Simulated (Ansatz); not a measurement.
# Elastic response of glassy 72SiO2-16K2O-12SrO (mol %) (92 atoms), part 2 of 4

Aim: relax glassy 72SiO2-16K2O-12SrO (mol %) (92 atoms), then change its volume and shape to read moduli from the stress.

Ansatz 0.2.0; Kohn-Sham DFT, revPBE, PAW (set soft_2), plane waves.

The cell: 23 Si, 10 K, 4 Sr and 55 O. The quench rate of 50 K/ps is many orders above laboratory rates. The network of bonds at the start is that of the classical potential that made the cell. Sampling is at Γ alone.

So far. Step 2 (Single point at the start): The r.m.s. force at the start is 0.96 eV/Å.

## Step 3: Cell and atoms relaxed

Cell and atoms are freed together, to release stress as well as forces.

Input file input.yaml:

```yaml
crystal:
  lattice:
    - [11.35349, 0.0, 0.0]
    - [0.0, 11.35349, 0.0]
    - [0.0, 0.0, 11.35349]
  atoms:
    [... the 92 atom lines of step 2 ...]
kpoints:
  mp_grid: { grid: [1, 1, 1] }
hamiltonian:
  xc: revpbe
scf:
  occupations: { method: fixed }
output:
  forces: true
relax:
  f_tol: 0.05
  max_steps: 150
  cell: {}
```

Started as:

```bash
> ansatz run input.yaml --threads 4 --pin off --max-ram 8192MiB --backend cpu --events-out ev --progress --plain --runs-dir out
```

Log:

```text
[...]
Crystal: 92 atoms, lattice volume = 1463.485 Å³
Basis set: ecut = 420 eV, 28425 PW (Γ), exchange–correlation on 160×160×160 points (8 copies of the dense FFT grid, shifted against one another)
Bands: 368, of which v1, the nominal top of the filled ones, is band 276 counted from 1 (275 counted from 0)
Symmetry: 1 space group operations
[...]
k-points: 1
[...]
SCF iter   1: F=—  HF=-75657.860036 eV  |F-HF|=—  |Δ(HF+E_count)|=         —  Δρ=3.49e-3  dr2=2.28e-1  ethr=1.77e-3  ⟨swp⟩=5.0  Hψ=1301  notcnv=0  defer=90
[...]
SCF iter  10: F=-75657.839020 eV  HF=-75657.839020 eV  |F-HF|=1.98e-8  |Δ(HF+E_count)|=   6.21e-8  Δρ=9.55e-7  dr2=1.38e-8  ethr=1.81e-11  ⟨swp⟩=5.0  Hψ=1137  notcnv=0
SCF 1 converged in 10 iterations: F = -75657.839020 eV  dr2 = 1.38e-8
[...]
relax step   1: F+E_penalty+E_count = -75657.83902004 eV  Δ(F+E_penalty+E_count) = +0.000e0 eV  max|allowed force component| = 3.026e0 eV/Å  Δτ_max = 0.0000 Å  P = +6.901 GPa  Ω = 1463.485 Å³  (10 SCF iters, dr2 threshold 1.00e-7 eV, accepted)
[... from here on, the SCF cycles and remarks between the steps are left out ...]
relax step   2: F+E_penalty+E_count = -75661.17347042 eV  Δ(F+E_penalty+E_count) = -3.334e0 eV  max|allowed force component| = 1.563e0 eV/Å  Δτ_max = 0.1950 Å  P = +4.101 GPa  Ω = 1480.481 Å³  energy of the carried Pulay correction = -4.385e-2 eV  (8 SCF iters, dr2 threshold 9.20e-6 eV, accepted)
relax step   3: F+E_penalty+E_count = -75662.82187622 eV  Δ(F+E_penalty+E_count) = -1.648e0 eV  max|allowed force component| = 1.118e0 eV/Å  Δτ_max = 0.1898 Å  P = +0.127 GPa  Ω = 1518.911 Å³  energy of the carried Pulay correction = -1.412e-1 eV  (8 SCF iters, dr2 threshold 9.20e-6 eV, accepted)
relax step   4: F+E_penalty+E_count = -75663.28543208 eV  Δ(F+E_penalty+E_count) = -4.636e-1 eV  max|allowed force component| = 6.928e-1 eV/Å  Δτ_max = 0.2000 Å  P = -0.075 GPa  Ω = 1521.516 Å³  energy of the carried Pulay correction = -1.477e-1 eV  (7 SCF iters, dr2 threshold 9.20e-6 eV, accepted)
relax step   5: F+E_penalty+E_count = -75663.63384286 eV  Δ(F+E_penalty+E_count) = -3.484e-1 eV  max|allowed force component| = 3.666e-1 eV/Å  Δτ_max = 0.1948 Å  P = -0.328 GPa  Ω = 1523.852 Å³  energy of the carried Pulay correction = -1.535e-1 eV  (7 SCF iters, dr2 threshold 9.20e-6 eV, accepted)
relax step   6: F+E_penalty+E_count = -75663.74000017 eV  Δ(F+E_penalty+E_count) = -1.062e-1 eV  max|allowed force component| = 5.131e-1 eV/Å  Δτ_max = 0.0982 Å  P = -0.154 GPa  Ω = 1520.751 Å³  energy of the carried Pulay correction = -1.458e-1 eV  (7 SCF iters, dr2 threshold 8.40e-6 eV, accepted)
relax step   7: F+E_penalty+E_count = -75663.82493057 eV  Δ(F+E_penalty+E_count) = -8.493e-2 eV  max|allowed force component| = 3.653e-1 eV/Å  Δτ_max = 0.2000 Å  P = +0.027 GPa  Ω = 1518.863 Å³  energy of the carried Pulay correction = -1.410e-1 eV  (7 SCF iters, dr2 threshold 9.20e-6 eV, accepted)
relax step   8: F+E_penalty+E_count = -75663.88425744 eV  Δ(F+E_penalty+E_count) = -5.933e-2 eV  max|allowed force component| = 3.191e-1 eV/Å  Δτ_max = 0.1777 Å  P = -0.028 GPa  Ω = 1519.851 Å³  energy of the carried Pulay correction = -1.435e-1 eV  (7 SCF iters, dr2 threshold 8.34e-6 eV, accepted)
relax step   9: F+E_penalty+E_count = -75663.93258728 eV  Δ(F+E_penalty+E_count) = -4.833e-2 eV  max|allowed force component| = 1.711e-1 eV/Å  Δτ_max = 0.1014 Å  P = -0.068 GPa  Ω = 1523.115 Å³  energy of the carried Pulay correction = -1.516e-1 eV  (7 SCF iters, dr2 threshold 6.36e-6 eV, accepted)
relax step  10: F+E_penalty+E_count = -75664.01339667 eV  Δ(F+E_penalty+E_count) = -8.081e-2 eV  max|allowed force component| = 3.252e-1 eV/Å  Δτ_max = 0.1950 Å  P = -0.194 GPa  Ω = 1527.890 Å³  energy of the carried Pulay correction = -1.635e-1 eV  (8 SCF iters, dr2 threshold 1.83e-6 eV, accepted)
relax step  11: F+E_penalty+E_count = -75664.08792197 eV  Δ(F+E_penalty+E_count) = -7.453e-2 eV  max|allowed force component| = 3.793e-1 eV/Å  Δτ_max = 0.1948 Å  P = -0.221 GPa  Ω = 1530.439 Å³  energy of the carried Pulay correction = -1.699e-1 eV  (7 SCF iters, dr2 threshold 6.61e-6 eV, accepted)
relax step  12: F+E_penalty+E_count = -75664.15104561 eV  Δ(F+E_penalty+E_count) = -6.312e-2 eV  max|allowed force component| = 4.446e-1 eV/Å  Δτ_max = 0.1213 Å  P = +0.219 GPa  Ω = 1527.898 Å³  energy of the carried Pulay correction = -1.636e-1 eV  (7 SCF iters, dr2 threshold 8.99e-6 eV, accepted)
relax step  13: F+E_penalty+E_count = -75664.21761425 eV  Δ(F+E_penalty+E_count) = -6.657e-2 eV  max|allowed force component| = 2.947e-1 eV/Å  Δτ_max = 0.2000 Å  P = +0.083 GPa  Ω = 1530.761 Å³  energy of the carried Pulay correction = -1.707e-1 eV  (7 SCF iters, dr2 threshold 9.20e-6 eV, accepted)
relax step  14: F+E_penalty+E_count = -75664.27585803 eV  Δ(F+E_penalty+E_count) = -5.824e-2 eV  max|allowed force component| = 2.177e-1 eV/Å  Δτ_max = 0.1984 Å  P = -0.048 GPa  Ω = 1534.601 Å³  energy of the carried Pulay correction = -1.802e-1 eV  (7 SCF iters, dr2 threshold 5.43e-6 eV, accepted)
[...]
relax step  20: F+E_penalty+E_count = -75664.37996520 eV  Δ(F+E_penalty+E_count) = +6.490e-2 eV  max|allowed force component| = 3.739e-1 eV/Å  Δτ_max = 0.2000 Å  P = +0.049 GPa  Ω = 1549.855 Å³  energy of the carried Pulay correction = -2.177e-1 eV  (8 SCF iters, dr2 threshold 2.08e-6 eV, rejected (line search))
relax step  21: F+E_penalty+E_count = -75664.46617253 eV  Δ(F+E_penalty+E_count) = -2.131e-2 eV  max|allowed force component| = 7.826e-2 eV/Å  Δτ_max = 0.0974 Å  P = +0.032 GPa  Ω = 1548.518 Å³  energy of the carried Pulay correction = -2.144e-1 eV  (12 SCF iters, accepted)
relax step  22: F+E_penalty+E_count = -75664.46397574 eV  Δ(F+E_penalty+E_count) = +2.197e-3 eV  max|allowed force component| = 1.026e-1 eV/Å  Δτ_max = 0.0772 Å  P = -0.036 GPa  Ω = 1550.810 Å³  energy of the carried Pulay correction = -2.200e-1 eV  (9 SCF iters, dr2 threshold 3.83e-7 eV, accepted)
relax step  23: F+E_penalty+E_count = -75664.47048770 eV  Δ(F+E_penalty+E_count) = -6.512e-3 eV  max|allowed force component| = 6.961e-2 eV/Å  Δτ_max = 0.0279 Å  P = -0.017 GPa  Ω = 1550.739 Å³  energy of the carried Pulay correction = -2.199e-1 eV  (7 SCF iters, dr2 threshold 6.57e-7 eV, accepted)
relax step  24: F+E_penalty+E_count = -75664.47532841 eV  Δ(F+E_penalty+E_count) = -4.841e-3 eV  max|allowed force component| = 6.287e-2 eV/Å  Δτ_max = 0.0200 Å  P = +0.018 GPa  Ω = 1550.290 Å³  energy of the carried Pulay correction = -2.188e-1 eV  (7 SCF iters, dr2 threshold 3.03e-7 eV, accepted)
relax step  25: F+E_penalty+E_count = -75664.47820725 eV  Δ(F+E_penalty+E_count) = -2.879e-3 eV  max|allowed force component| = 5.999e-2 eV/Å  Δτ_max = 0.0475 Å  P = +0.011 GPa  Ω = 1550.796 Å³  energy of the carried Pulay correction = -2.200e-1 eV  (7 SCF iters, dr2 threshold 2.47e-7 eV, accepted)
relax step  26: F+E_penalty+E_count = -75664.48093666 eV  Δ(F+E_penalty+E_count) = -2.729e-3 eV  max|allowed force component| = 6.401e-2 eV/Å  Δτ_max = 0.0469 Å  P = +0.002 GPa  Ω = 1550.917 Å³  energy of the carried Pulay correction = -2.203e-1 eV  (8 SCF iters, dr2 threshold 2.25e-7 eV, accepted)
relax step  27: F+E_penalty+E_count = -75664.48300988 eV  Δ(F+E_penalty+E_count) = -2.073e-3 eV  max|allowed force component| = 4.596e-2 eV/Å  Δτ_max = 0.0180 Å  P = +0.003 GPa  Ω = 1550.654 Å³  energy of the carried Pulay correction = -2.197e-1 eV  (7 SCF iters, dr2 threshold 2.56e-7 eV, accepted)
relax step  28: F+E_penalty+E_count = -75664.86237544 eV  Δ(F+E_penalty+E_count) = -3.794e-1 eV  max|allowed force component| = 4.758e-2 eV/Å  Δτ_max = 0.0000 Å  P = +0.394 GPa  Ω = 1550.654 Å³  stress off target by 5.93e-1 GPa  SCF on the basis re-selected at this cell (its energy is not comparable with the rows above)  (9 SCF iters)
relax step  29: F+E_penalty+E_count = -75664.84806647 eV  Δ(F+E_penalty+E_count) = +1.431e-2 eV  max|allowed force component| = 6.219e-2 eV/Å  Δτ_max = 0.0432 Å  P = -0.091 GPa  Ω = 1566.357 Å³  energy of the carried Pulay correction = -3.728e-2 eV  (8 SCF iters, dr2 threshold 8.80e-7 eV, accepted)
relax step  30: F+E_penalty+E_count = -75664.85234651 eV  Δ(F+E_penalty+E_count) = -4.280e-3 eV  max|allowed force component| = 5.291e-2 eV/Å  Δτ_max = 0.0264 Å  P = -0.084 GPa  Ω = 1566.355 Å³  energy of the carried Pulay correction = -3.728e-2 eV  (8 SCF iters, dr2 threshold 2.42e-7 eV, accepted)
relax step  31: F+E_penalty+E_count = -75664.85736493 eV  Δ(F+E_penalty+E_count) = -5.018e-3 eV  max|allowed force component| = 3.488e-2 eV/Å  Δτ_max = 0.0234 Å  P = -0.005 GPa  Ω = 1565.575 Å³  energy of the carried Pulay correction = -3.534e-2 eV  (7 SCF iters, dr2 threshold 1.75e-7 eV, accepted)
relax step  32: F+E_penalty+E_count = -75664.89440932 eV  Δ(F+E_penalty+E_count) = -3.704e-2 eV  max|allowed force component| = 3.489e-2 eV/Å  Δτ_max = 0.0000 Å  P = +0.011 GPa  Ω = 1565.575 Å³  stress off target by 2.08e-2 GPa  SCF on the basis re-selected at this cell (its energy is not comparable with the rows above)  (7 SCF iters)
[...]
SCF converged after 7 iterations
Free energy (F): -75664.894409 eV
[...]
Internal energy: -75664.894409 eV  (E = F + TS)
E sigma→0 (E₀):  -75664.894409 eV
Fermi energy:    4.018533 eV
[...]
--- Forces (eV/Å), atoms counted from 1 ---
  atom   1  Si     0.01916000     0.01102795    -0.00018727
  atom   2  Si     0.00494516    -0.00031095     0.00583342
  atom   3  Si     0.00081360    -0.01126534    -0.00299050
  atom   4  Si    -0.03132719    -0.01537282    -0.01312630
  atom   5  Si     0.01022852    -0.00734460     0.01047988
  atom   6  Si     0.01656852    -0.00614812     0.02818205
  atom   7  Si    -0.02586532     0.00965429     0.00522728
  atom   8  Si     0.01789821    -0.00590012    -0.00044437
  atom   9  Si     0.01487507     0.01450735    -0.01068133
  atom  10  Si    -0.01875576    -0.01281297     0.00701295
  atom  11  Si     0.00801391     0.00006453    -0.00918934
  atom  12  Si    -0.00671890    -0.00451220    -0.00773045
  atom  13  Si     0.00330197    -0.01887179    -0.00654952
  atom  14  Si     0.00259069    -0.01162587    -0.00201421
[...]
atom  91  O     -0.00128220     0.00021811    -0.00536541
  atom  92  O     -0.00503941    -0.01219555     0.00390938
  max |Σ_I F_I| component: 1.31e-5 eV/Å
--- Stress (GPa, compression-positive) ---
        0.019167      -0.000079      -0.003114
       -0.000080      -0.002658      -0.000219
       -0.003114      -0.000219       0.015044
  P = ⅓ Tr σ = 0.0105 GPa (0.105 kbar)
--- Relaxed structure (30 steps of the walk, 29 accepted, 2 SCFs on fresh bases) ---
  F+E_penalty+E_count = -75664.89440932 eV   max|allowed force component| = 3.489e-2 eV/Å   (the final SCF, on the basis selected at the relaxed cell)
  cell:  # Å, volume = 1565.5753 Å³
    - [11.871191, -0.045643, -0.077545]
    - [-0.045643, 11.288792, 0.00384565]
    - [-0.077545, 0.00384565, 11.683093]
  atoms:
    - { symbol: Si, position: [0.236640, 0.153841, 0.645367] }
    - { symbol: Si, position: [0.907791, 0.529136, 0.543965] }
    - { symbol: Si, position: [0.979442, 0.259651, 0.611325] }
    - { symbol: Si, position: [0.692656, 0.427028, 0.405993] }
[...]
- { symbol: O, position: [0.980893, 0.027841, 0.119720] }
```

The job ended after 5.1 min (4 threads of Intel Xeon Platinum 8488C (Sapphire Rapids), shared host; peak memory 1.8 GiB; 18 min of CPU time).

The relaxation converged after 30 steps, with a largest force component of 0.035 eV/Å.

(Part 2 of 4 ends here.)

[Long decimals in the printed logs are rounded to 6 places.]

[Logs are printed without paths, hosts, clocks, repeated set-up lines and the standing remarks that a program may print on its own settings, such as how far it seeks lower states.]

[Hosts, paths, dates, database ids (printed as entryN), source tags and the programs' standing remarks are cut or masked in the printed files.]
